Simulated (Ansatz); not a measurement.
# How many bands does the GW gap of Rb2LiVO4 (Cmc2_1) need?, part 2 of 2

How do accuracy and time trade against each other in G0W0 on Rb2LiVO4 (Cmc2_1)?

Ansatz 0.2.0; G0W0 on r2SCAN, plane waves, PAW; PAW set soft_1. Known limits of the many-body steps: not at the basis limit; no spin polarisation; d states lean on the start; no spin-orbit coupling; coarse k mesh.

So far. Step 4 (918 empty bands, screening to 130 eV): Against the run with 4×4×2 mesh, 426 empty bands, screening to 78 eV, PAW set soft_1 files, the gap moves by −0.11 eV. Step 5 (Changing the k mesh: 2×2×2 mesh, 426 empty bands …): Against the run with 4×4×2 mesh, 426 empty bands, screening to 78 eV, PAW set soft_1 files, the gap moves by +0.011 eV.

### 6. Changing the frequency model: 4×4×2 mesh, 426 empty bands, screening to 78 eV, plasmon pole, PAW set soft_1 files

A plasmon pole stands in for the full frequency dependence of the screening; this run shows what that costs in accuracy.

Input file input.yaml:

```yaml
crystal:
  lattice:
    - [2.9395, -5.8505, 0.0]
    - [2.9395, 5.8505, 0.0]
    - [0.0, 0.0, 7.933]
  atoms:
    - { symbol: Rb, position: [0.605, 0.395, 0.9488] }
    - { symbol: Rb, position: [0.395, 0.605, 0.4488] }
    - { symbol: Rb, position: [0.0617, 0.9383, 0.5932] }
    - { symbol: Rb, position: [0.9383, 0.0617, 0.0932] }
    - { symbol: Li, position: [0.1989, 0.8011, 0.1716] }
    - { symbol: Li, position: [0.8011, 0.1989, 0.6716] }
    - { symbol: V, position: [0.6905, 0.3095, 0.3894] }
    - { symbol: V, position: [0.3095, 0.6905, 0.8894] }
    - { symbol: O, position: [0.4087, 0.1191, 0.2817] }
    - { symbol: O, position: [0.5913, 0.8809, 0.7817] }
    - { symbol: O, position: [0.8809, 0.5913, 0.2817] }
    - { symbol: O, position: [0.1191, 0.4087, 0.7817] }
    - { symbol: O, position: [0.634, 0.366, 0.5887] }
    - { symbol: O, position: [0.366, 0.634, 0.0887] }
    - { symbol: O, position: [0.835, 0.165, 0.4236] }
    - { symbol: O, position: [0.165, 0.835, 0.9236] }
kpoints:
  mp_grid: { grid: [4, 4, 2] }
hamiltonian:
  xc: r2scan
  pseudopotentials: { kind: paw, azcp: { folder: soft_1 } }
scf:
  occupations: { method: fixed }
gw:
  n_empty_bands: 426
  ecut_chi: 78
  qp_bands: [v4, c4]
  qp_kpoints: band_edges
  screening: { model: godby_needs }
```

Started as:

```sh
$ ansatz run input.yaml --threads 24 --pin off --max-ram 82944MiB --backend cuda --events-out ev --progress --plain --runs-dir out --devices 1 --max-vram 78GiB
```

Numbers of over 12 decimals in the logs are rounded to 6 here.

Output:

```text
GPUs: using 1 of 1 available (devices: 1).
[...]
Crystal: 16 atoms, lattice volume = 272.856 Å³
Basis set: ecut = 500 eV, 6919 PW (Γ), exchange–correlation on 192×192×240 points (64 copies of the dense FFT grid, shifted against one another)
Bands: 74, of which v1, the nominal top of the filled ones, is band 58 counted from 1 (57 counted from 0)
Symmetry: 4 space group operations
[...]
k-points: 14 of 32
[...]
7    60      8.1358   -15.9775    -5.2522   -23.5904  0.7843    10.5363    10.4965  root
     7    61      8.2956   -16.2779    -5.2334   -23.9188  0.7828    10.7452    10.7032  root
[...]
13    59      8.1808   -16.0806    -5.2391   -23.6930  0.7845    10.5951    10.5542  root
    13    60      8.1808   -16.0806    -5.2391   -23.6930  0.7845    10.5951    10.5542  root
    13    61      8.2467   -16.5188    -5.2693   -24.2242  0.7804    10.7250    10.6828  root
    13    62      8.2467   -16.5188    -5.2693   -24.2242  0.7804    10.7250    10.6828  root
[key lines of the parts left out:]
SCF converged after 10 iterations
```

It took 17 s on 1 × NVIDIA GB200 (shared by 2 runs) with 24 threads of Arm Neoverse V2, shared host; peak memory 3.6 GiB.

Numbers from this step:

```yaml
bands_summed: 484
plasmon_pole_fit_frequency: 24.21 eV
rpa_eps_infinity_on_this_mesh_eigenvalues: 2.523, 2.577, 2.612
plane_waves_in_the_screening_matrix: 431
g0w0_gap_on_the_mesh: 7.140 eV
k_of_the_valence_top: -0.5, -0.5, 0
k_of_the_conduction_bottom: 0, -0.5, 0
starting_gap_on_the_mesh: 4.354 eV
least_direct_g0w0_gap_on_the_computed_points: 7.258 eV
```

Against the run with 4×4×2 mesh, 426 empty bands, screening to 78 eV, PAW set soft_1 files, the gap moves by +0.08 eV.

### 7. Changing the files: 4×4×2 mesh, 426 empty bands, screening to 78 eV, hard PAW files

Other atomic data (hard PAW) test the pseudisation: the cutoff goes from 500 to 1050 eV, with the same valence electrons.

This step: G0W0 on r2SCAN, plane waves, PAW.

input.yaml: that of step 6 with these lines changed.

```diff
@@ -26,3 +26,3 @@
   xc: r2scan
-  pseudopotentials: { kind: paw, azcp: { folder: soft_1 } }
+  pseudopotentials: { kind: paw, source: ansatz }
 scf:
@@ -34,2 +34,2 @@
   qp_kpoints: band_edges
-  screening: { model: godby_needs }
+  screening: { model: contour_deformation }
```

Output:

```text
GPUs: using 1 of 1 available (devices: 1).
[...]
Crystal: 16 atoms, lattice volume = 272.856 Å³
Basis set: ecut = 1050 eV, 21113 PW (Γ), exchange–correlation on 360×360×432 points (64 copies of the dense FFT grid, shifted against one another)
Bands: 74, of which v1, the nominal top of the filled ones, is band 58 counted from 1 (57 counted from 0)
Symmetry: 4 space group operations
[...]
k-points: 14 of 32
[...]
7    60      8.0835   -16.0133    -5.3715   -23.6246  0.7626    10.3932    10.3233  root
     7    61      8.2437   -16.3128    -5.3589   -23.9536  0.7611    10.5996    10.5256  root
[...]
13    59      8.1286   -16.1155    -5.3551   -23.7274  0.7636    10.4557    10.3854  root
    13    60      8.1286   -16.1155    -5.3551   -23.7274  0.7636    10.4557    10.3854  root
    13    61      8.1943   -16.5527    -5.4022   -24.2559  0.7578    10.5720    10.4954  root
    13    62      8.1943   -16.5527    -5.4022   -24.2559  0.7578    10.5720    10.4954  root
[key lines of the parts left out:]
SCF converged after 12 iterations
```

Run time: 35 s. Hardware: 1 × NVIDIA GB200 (shared by 2 runs) with 24 threads; peak memory 10 GiB; 2.4 min of CPU time.

Numbers from this step:

```yaml
bands_summed: 484
rpa_eps_infinity_on_this_mesh_eigenvalues: 2.525, 2.579, 2.614
plane_waves_in_the_screening_matrix: 431
g0w0_gap_on_the_mesh: 7.036 eV
k_of_the_valence_top: -0.5, -0.5, 0
k_of_the_conduction_bottom: 0, -0.5, 0
starting_gap_on_the_mesh: 4.338 eV
least_direct_g0w0_gap_on_the_computed_points: 7.152 eV
```

Against the run with 4×4×2 mesh, 426 empty bands, screening to 78 eV, PAW set soft_1 files, the gap moves by −0.02 eV.

### 8. The runs together

Times are wall times on 1 × NVIDIA GB200 (shared by 2 runs) with 24 threads of Arm Neoverse V2, shared host, good to a factor of about two.

| mesh | files | frequency | bands summed | cutoff (eV) | start (eV) | G0W0 (eV) | time | host memory (GiB) |
| --- | --- | --- | --- | --- | --- | --- | --- | --- |
| 4×4×2 | PAW set soft_1 | contour deformation | 208 | 39 | 4.354 | 7.487 | 8 s | 2.2 |
| 4×4×2 | PAW set soft_1 | contour deformation | 484 | 78 | 4.354 | 7.056 | 14 s | 3.6 |
| 4×4×2 | PAW set soft_1 | contour deformation | 976 | 130 | 4.354 | 6.947 | 44 s | 6.3 |
| 2×2×2 | PAW set soft_1 | contour deformation | 484 | 78 | 4.353 | 7.067 | 4.9 s | 2.2 |
| 4×4×2 | PAW set soft_1 | plasmon pole | 484 | 78 | 4.354 | 7.140 | 17 s | 3.6 |
| 4×4×2 | hard PAW | contour deformation | 484 | 78 | 4.338 | 7.036 | 35 s | 10 |

The parts of the quasiparticle energy at the two band edges (eV; QP = start + Σx + Σc − Vxc):

```csv
run,edge,start,Σx,Σc,Vxc,Z,QP
208 bands,valence top,3.66,-25.18,4.28,-20.48,0.77,3.24
208 bands,conduction bottom,8.02,-15.51,-4.84,-23.06,0.78,10.73
484 bands,valence top,3.66,-25.18,4.20,-20.48,0.76,3.16
484 bands,conduction bottom,8.02,-15.51,-5.35,-23.06,0.77,10.22
976 bands,valence top,3.66,-25.18,4.00,-20.48,0.76,2.96
976 bands,conduction bottom,8.02,-15.51,-5.66,-23.06,0.76,9.91
```

### 9. Summary of results

```yaml
208_bands_39_ev: 7.487 eV
484_bands_78_ev: 7.056 eV
976_bands_130_ev: 6.947 eV
estimated_limit_in_bands_and_cutoff: 6.84 eV
mesh_and_start: 4×4×2, r2SCAN
```

What this shows: A line in one over the bands through the two highest rungs gives 6.84 eV, −0.11 eV from the top rung; the pair below gives 6.73 eV, in fair agreement. The rungs stand 0.65 eV (208 bands), 0.22 eV (484 bands) and 0.11 eV (976 bands) from it. From 208 to 976 bands the gap moves by −0.54 eV while the time grows 5.5-fold. Σc changes by −0.29 eV at the valence top and −0.83 eV at the conduction bottom, so the conduction edge carries most of the change. On the 2×2×2 mesh in place of 4×4×2 the gap differs by +0.01 eV, of which −0.0004 eV is already in the start. The plasmon-pole model gives +0.08 eV against contour deformation, 3 % of the correction, and saved no time in this program. Hard PAW files move the gap by −0.02 eV at equal bands and cutoff, −0.02 eV of it in the start. The 4×4×2 mesh is coarse for this cell (its supercell is 16 Å along the shortest edge). The RPA ε∞ on it, from the r2SCAN start, is 2.52, 2.57 and 2.60; such meshes misread the long-range screening, most where the gap is narrow. The runs have no spin polarisation. For a closed low-spin shell that is the natural state; where a d or f shell is open it is a constraint, and the gap is then not the crystal's own. With d states at the gap, one-shot GW leans hard on its start. The many-body steps are scalar-relativistic: spin-orbit coupling is not in them.

[Paths, hosts, dates, memory and timing lines, banners, echoed tables and standing remarks are left out of the program output.]

[Logs are printed without paths, hosts, clocks, repeated set-up lines and the standing remarks that a program may print on its own settings, such as how far it seeks lower states.]

[Runs of the session that timed out or met a known fault of the program may be left out.]

[Cells called generated may have been cut or substituted from an entry of the Crystallography Open Database or the Materials Project.]

[Hosts, paths, dates, database ids (printed as entryN), source tags and the programs' standing remarks are cut or masked in the printed files.]
